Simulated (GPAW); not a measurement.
# Dielectric function and optical constants of BaTiO3

Aim: the dielectric function of BaTiO3, and the optical constants that follow from it.

Program: GPAW 26.7.0. Level of theory: DFT, PBE, plane-wave PAW (GPAW data sets), scalar-relativistic, RPA, optical limit. Results are calculated unless marked as measured.

### 1. Starting point

The structure is cubic, space group Pm-3m (No. 221). Conventional cell: a = 4.006 Å, b = 4.006 Å, c = 4.006 Å, α = 90.00°, β = 90.00°, γ = 90.00°. Nearest to Ba lie 12 O at 2.83 Å. Nearest to Ti lie 6 O at 2.00 Å. Nearest to O lie 2 Ti at 2.00 Å and 4 Ba at 2.83 Å. Farther neighbours and most contacts between anions are not listed.

Coordinates:

```cif
data_structure
_symmetry_space_group_name_H-M 'Pm-3m'
_symmetry_Int_Tables_number 221
_cell_length_a 4.0060
_cell_length_b 4.0060
_cell_length_c 4.0060
_cell_angle_alpha 90.000
_cell_angle_beta 90.000
_cell_angle_gamma 90.000
_cell_volume 64.29
loop_
_atom_site_label
_atom_site_type_symbol
_atom_site_symmetry_multiplicity
_atom_site_Wyckoff_symbol
_atom_site_fract_x
_atom_site_fract_y
_atom_site_fract_z
_atom_site_occupancy
Ba1 Ba 1 b 0.50000 0.50000 0.50000 1
Ti1 Ti 1 a 0.00000 0.00000 0.00000 1
O1 O 3 d 0.00000 0.00000 0.50000 1
```

### 2. Bands for the response

The response needs many more empty bands than the density does.

This step: DFT, PBE, plane-wave PAW (GPAW data sets), scalar-relativistic, bands at fixed density (GPAW 26.7.0).

Input file nscf.py:

```python
from ase.dft.bandgap import bandgap
from gpaw import GPAW, FermiDirac

calc = GPAW('gs.gpw').fixed_density(kpts={'size': (8, 8, 8), 'gamma': True}, nbands=62, convergence={'bands': 56},
                                    occupations=FermiDirac(0.001), txt='nscf.txt')
print('gap (eV)', bandgap(calc, output=None)[0])
print('direct gap (eV)', bandgap(calc, direct=True, output=None)[0])
print('top band over the Fermi level (eV)', min(calc.get_eigenvalues(kpt=k)[55] for k in range(len(calc.get_ibz_k_points()))) - calc.get_fermi_level())
calc.write('full.gpw', mode='all')
```

Started as:

```
$ OMP_NUM_THREADS=1 python nscf.py
```

Numbers of over 12 decimals in the logs are rounded to 6 here.

The program printed:

```text
Diagonalizing LCAO Hamiltonian
Converting LCAO to pw mode
convergence criteria:
- Maximum integral of absolute [eigenst]ate change: 4e-08 eV^2 / valence electron
maximum number of iterations: 150

SCF iterations
|iter     |      energy | eigst |  dens |
|iter:   1||             | +3.40 |       |
|iter:   2||             | +2.20 |       |
|iter:   3||             | +1.00 |       |
|iter:   4||             | -0.24 |       |
|iter:   5||             | -1.06 |       |
|iter:   6||             | -2.04 |       |
|iter:   7||             | -2.83 |       |
|iter:   8||             | -3.84 |       |
|iter:   9||             | -4.64 |       |
|iter:  10||             | -5.66 |       |
|iter:  11||             | -6.45 |       |
|iter:  12||             | -7.13 |       |
|iter:  13||             | -7.51c|       |
SCF steps: 13
  __  _  _
 | _ |_)|_||  |
 |__||  | ||/\| - 26.7.0

Versions:
  Python: 3.12.14
  ASE:    3.29.0
  Numpy:  2.5.5
  Scipy:  1.18.1
  Libxc:  7.0.0

Input parameters:
  mode=PW(ecut=550.0),
  convergence={'bands': 56},
  gpts=array([24, 24, 24]),
  kpts=MonkhorstPack(size=(8, 8, 8), gamma=True),
  maxiter=150,
  nbands=62,
  occupations=Occupations(name='fermi-dirac', width=0.001, fixmagmom=False),
  parallel={},
  xc=XC(name='PBE')

--- standard output ---
gap (eV) 1.777606
direct gap (eV) 1.907782
top band over the Fermi level (eV) 29.430534
```

It took 79 s on 1 thread of Arm Neoverse V2, shared host; peak memory 0.26 GiB.

This step gave:

- gap on the k-mesh: 1.778 eV
- direct gap on the mesh: 1.908 eV

### 3. Dielectric function, RPA

Transitions between filled and empty bands, summed over the zone, give the optical response, so mesh, band count and broadening shape it.

The induced potential is part of this response.

This step: DFT, PBE, plane-wave PAW (GPAW data sets), scalar-relativistic, RPA, optical limit (GPAW 26.7.0).

Input file df.py:

```python
from gpaw.response.df import DielectricFunction

df = DielectricFunction('full.gpw', frequencies={'type': 'nonlinear', 'domega0': 0.03, 'omega2': 8},
                        ecut=70,
                        eta=0.12,
                        nbands=56,
                        txt='df.txt')
for direction in ['x']:
    df.get_dielectric_function(xc='RPA', direction=direction, filename=f'df_{direction}.csv')
```

Started as:

```
$ OMP_NUM_THREADS=1 python df.py
```

The program printed:

```text
Using integrator: PointIntegrator
NonLinearFrequencyDescriptor(from 0.000 to 90.926 eV, 532 points)
Nonperiodic BCs:  [False False False]
Using integrator: PointIntegrator
NonLinearFrequencyDescriptor(from 0.000 to 90.926 eV, 532 points)
Nonperiodic BCs:  [False False False]

Calculating chi0 body with:
    Ground state adapter containing:
    Number of spins: 1
    Number of kpoints: 512
    Number of irreducible kpoints: 35
    Number of completely occupied states: 20
    Number of partially occupied states: 20

    Linear response parametrization:
    q_c: [0.0, 0.0, 0.0]
    Number of frequency points: 532
    Planewave cutoff: 70.0
    Number of bands: 56
    Number of planewaves: 81
    Broadening (eta): 0.12

Integrating chi0 body.

Symmetries of q_c:
    Direct symmetries (Uq -> q): 48
    Indirect symmetries (TUq -> q): 0
In total 48 allowed symmetries.

35 groups of equivalent kpoints. 93.1640625% reduction.

Integral kind: spectral function

Calculating chi0 optical extensions with:
    Ground state adapter containing:
    Number of spins: 1
    Number of kpoints: 512
    Number of irreducible kpoints: 35
    Number of completely occupied states: 20
    Number of partially occupied states: 20

    Linear response parametrization:
    Number of frequency points: 532
    Planewave cutoff: 70.0
    Number of bands: 56
    Number of planewaves: 81
    Broadening (eta): 0.12
Integrating chi0 head and wings.

Symmetries of q_c:
    Direct symmetries (Uq -> q): 48
    Indirect symmetries (TUq -> q): 0
In total 48 allowed symmetries.

35 groups of equivalent kpoints. 93.1640625% reduction.

Integral kind: spectral function wings
```

The job ended after 16 s (1 thread; peak memory 0.46 GiB).

Read-outs, printed or worked out from the files:

| Property | Result |
| --- | --- |
| electronic dielectric constant ε∞, mean over x, y and z (by symmetry where fewer were run) | 6.073 |
| main peak of Im epsilon, first axis | 3.999 eV |

The Im ε, E ∥ x has structure finer than the step of the table below, so its rows give means over 0.5 eV, whole bins alone (the curve runs from 0 to 14.0 eV). Peaks (eV: height): 3.34: 5.36, 3.98: 7.46, 7.21: 4.71, 8.39: 4.65.

Values under the direct gap are tails of Lorentzian lines. The Im ε, E ∥ x by photon energy; means over each step:

| photon energy (eV) | Im ε, E ∥ x |
| --- | --- |
| 0.5 | 0.0299 |
| 1.0 | 0.0708 |
| 1.5 | 0.167 |
| 2.0 | 0.664 |
| 2.5 | 1.82 |
| 3.0 | 3.43 |
| 3.5 | 4.83 |
| 4.0 | 7.08 |
| 4.5 | 5.59 |
| 5.0 | 3.69 |
| 5.5 | 2.69 |
| 6.0 | 3.02 |
| 6.5 | 3.27 |
| 7.0 | 4.47 |
| 7.5 | 4.01 |
| 8.0 | 3.50 |
| 8.5 | 4.47 |
| 9.0 | 4.49 |
| 9.5 | 3.79 |
| 10.0 | 3.71 |
| 10.5 | 3.51 |
| 11.0 | 2.59 |
| 11.5 | 2.39 |
| 12.0 | 1.79 |
| 12.5 | 1.25 |
| 13.0 | 0.884 |
| 13.5 | 0.715 |

The Re ε, E ∥ x by photon energy:

```csv
photon energy (eV),"Re ε, E ∥ x"
0.0,6.07
0.5,6.13
1.0,6.33
1.5,6.76
2.0,7.47
2.5,8.35
3.0,8.37
3.5,6.54
4.0,5.40
4.5,1.74
5.0,2.20
5.5,2.76
6.0,3.17
6.5,3.94
7.0,3.24
7.5,1.99
8.0,2.32
8.5,2.11
9.0,1.38
9.5,0.978
10.0,0.217
10.5,-0.240
11.0,-0.0606
11.5,-0.281
12.0,-0.435
12.5,-0.212
13.0,0.196
13.5,0.552
```

Table of refractive index n and extinction k by photon energy:

| photon energy (eV) | n | k |
| --- | --- | --- |
| 0.0 | 2.46 | 0 |
| 0.5 | 2.48 | 0.00595 |
| 1.0 | 2.52 | 0.0138 |
| 1.5 | 2.60 | 0.0295 |
| 2.0 | 2.74 | 0.134 |
| 2.5 | 2.91 | 0.308 |
| 3.0 | 2.95 | 0.576 |
| 3.5 | 2.68 | 0.810 |
| 4.0 | 2.70 | 1.38 |
| 4.5 | 1.96 | 1.45 |
| 5.0 | 1.83 | 1.07 |
| 5.5 | 1.82 | 0.729 |
| 6.0 | 1.93 | 0.757 |
| 6.5 | 2.10 | 0.687 |
| 7.0 | 2.08 | 1.03 |
| 7.5 | 1.77 | 1.07 |
| 8.0 | 1.78 | 0.911 |
| 8.5 | 1.88 | 1.19 |
| 9.0 | 1.75 | 1.30 |
| 9.5 | 1.55 | 1.19 |
| 10.0 | 1.42 | 1.34 |
| 10.5 | 1.36 | 1.45 |
| 11.0 | 1.11 | 1.13 |
| 11.5 | 1.01 | 1.14 |
| 12.0 | 0.837 | 1.07 |
| 12.5 | 0.727 | 0.861 |
| 13.0 | 0.733 | 0.585 |
| 13.5 | 0.848 | 0.409 |

Values under the direct gap are tails of Lorentzian lines. Loss function −Im 1/ε at q → 0, E ∥ x against energy loss; read off at these points:

energy loss (eV), loss function −Im 1/ε at q → 0, E ∥ x and a bar:
```
    0.000       0.00 
    0.250       0.00 
    0.500       0.00 
    0.750       0.00 
    1.000       0.00 
    1.250       0.00 
    1.500       0.00 
    1.750       0.01 
    2.000       0.01 
    2.250       0.02 
    2.500       0.02 #
    2.750       0.04 #
    3.000       0.04 #
    3.250       0.05 #
    3.500       0.07 ##
    3.750       0.06 ##
    4.000       0.09 ##
    4.250       0.12 ###
    4.500       0.16 ####
    4.750       0.20 #####
    5.000       0.19 #####
    5.173       0.23 ######
    5.250       0.22 ######
    5.500       0.18 #####
    5.750       0.14 ####
    6.000       0.16 ####
    6.250       0.15 ####
    6.500       0.12 ###
    6.750       0.13 ###
    7.000       0.15 ####
    7.250       0.17 #####
    7.500       0.21 ######
    7.750       0.20 #####
    8.000       0.20 ######
    8.250       0.16 ####
    8.500       0.18 #####
    8.750       0.20 #####
    9.000       0.20 #####
    9.250       0.24 ######
    9.500       0.25 #######
    9.750       0.24 #######
   10.000       0.26 #######
   10.250       0.30 ########
   10.500       0.25 #######
   10.750       0.35 #########
   11.000       0.40 ###########
   11.250       0.37 ##########
   11.500       0.43 ############
   11.750       0.43 ############
   12.000       0.53 ##############
   12.250       0.65 ##################
   12.500       0.78 #####################
   12.750       1.01 ###########################
   13.000       1.11 ##############################
   13.250       0.99 ###########################
   13.500       0.88 ########################
   13.750       0.56 ###############
```

The Im ε, E ∥ x has structure finer than the step of the table below, so its rows give means over 0.25 eV, whole bins alone (the curve runs from 0 to 14.0 eV). Peaks (eV: height): without local fields 3.343: 5.72, 3.980: 7.80, 7.210: 4.60, 9.088: 4.99; with local fields 3.343: 5.36, 3.980: 7.46, 7.210: 4.71, 8.392: 4.65.

Values under the direct gap are tails of Lorentzian lines. Table of Im ε, E ∥ x by photon energy; means over each step:

```
photon energy (eV)  without local fields  with local fields
              0.25                0.0150             0.0143
              0.50                0.0312             0.0296
              0.75                0.0499             0.0473
              1.00                0.0736             0.0697
              1.25                 0.107              0.101
              1.50                 0.166              0.156
              1.75                 0.334              0.315
              2.00                 0.751              0.706
              2.25                  1.10               1.02
              2.50                  1.95               1.80
              2.75                  2.81               2.60
              3.00                  3.65               3.36
              3.25                  5.11               4.74
              3.50                  4.82               4.52
              3.75                  6.26               5.77
              4.00                  7.64               7.31
              4.25                  7.07               7.04
              4.50                  5.43               5.64
              4.75                  3.95               4.10
              5.00                  3.68               3.86
              5.25                  2.78               2.92
              5.50                  2.53               2.64
              5.75                  2.86               2.95
              6.00                  2.90               2.97
              6.25                  2.90               2.97
              6.50                  3.01               3.03
              6.75                  4.24               4.25
              7.00                  4.30               4.38
              7.25                  4.47               4.57
              7.50                  3.86               3.88
              7.75                  3.81               3.76
              8.00                  3.41               3.30
              8.25                  4.32               4.05
              8.50                  4.76               4.52
              8.75                  4.66               4.44
              9.00                  4.87               4.57
              9.25                  4.40               4.12
              9.50                  4.08               3.71
              9.75                  4.39               3.92
             10.00                  4.14               3.77
             10.25                  3.81               3.41
             10.50                  4.03               3.77
             10.75                  2.96               2.82
             11.00                  2.72               2.53
             11.25                  2.72               2.61
             11.50                  2.37               2.34
             11.75                  2.15               2.19
             12.00                  1.79               1.78
             12.25                  1.50               1.48
             12.50                  1.29               1.25
             12.75                  1.06               1.01
             13.00                 0.930              0.871
             13.25                 0.891              0.818
             13.50                 0.767              0.700
             13.75                 0.774              0.705
```

From ε follow the optical constants at some laser and lamp lines:

| wavelength (nm) | n | k | R (%) | 1/α |
| --- | --- | --- | --- | --- |
| 1550 | 2.50 | 0.010 | 18.3 | 12 µm |
| 800 | 2.61 | 0.032 | 19.9 | 2.0 µm |
| 450 | 2.88 | 0.457 | 24.5 | 78 nm |
| 405 | 2.94 | 0.630 | 26.1 | 51 nm |
| 365 | 2.73 | 0.929 | 26.1 | 31 nm |
| 308 | 2.66 | 1.400 | 30.7 | 18 nm |
| 248 | 1.83 | 1.070 | 20.0 | 18 nm |

Below the direct gap, k and the depth come from the tails of the Lorentzian lines, not from transitions.

Rows near the edge hang on the gap, which this functional as a rule makes too small, and phonon-assisted absorption is left out.

### 4. What came out

* electronic dielectric constant ε∞, mean over x, y and z (by symmetry where fewer were run) (RPA): 6.07
* main peak of Im epsilon, first axis: 4.00 eV

At this level (PBE, RPA) BaTiO3 has ε∞ = 6.07 and n = 2.50 at 1550 nm, and Im ε peaks at 4.0 eV. On the mesh the gap is 1.78 eV and the least direct gap 1.91 eV, so on this mesh the band edges lie at different points. Local fields change the static value along x from 6.35 to 6.07 (-4 %). Distinct maxima of Im ε, read by a parabola through the highest points, lie at 3.33 eV (5.4), 4.00 eV (7.5), 7.19 eV (4.7) and 8.38 eV (4.7). Excitons and phonon-assisted transitions are missing; PBE gaps are as a rule too small, which pulls the onset down and ε∞ up. Spin-orbit coupling is left out although heavy atoms are present. The sum runs over mesh points, so small or evenly spaced maxima can still be ripples of the mesh. In this version of GPAW the matrix elements of the optical limit are incomplete, which can lower ε − 1 by up to a tenth where first-row anions or d states rule, and shift it by more in d metals.

[Machine, clock and banner lines and Python warnings are left out of the logs.]

[Logs are printed without paths, hosts, clocks, repeated set-up lines and the standing remarks that a program may print on its own settings, such as how far it seeks lower states.]

[Hosts, paths, dates, database ids (printed as entryN), source tags and the programs' standing remarks are cut or masked in the printed files.]
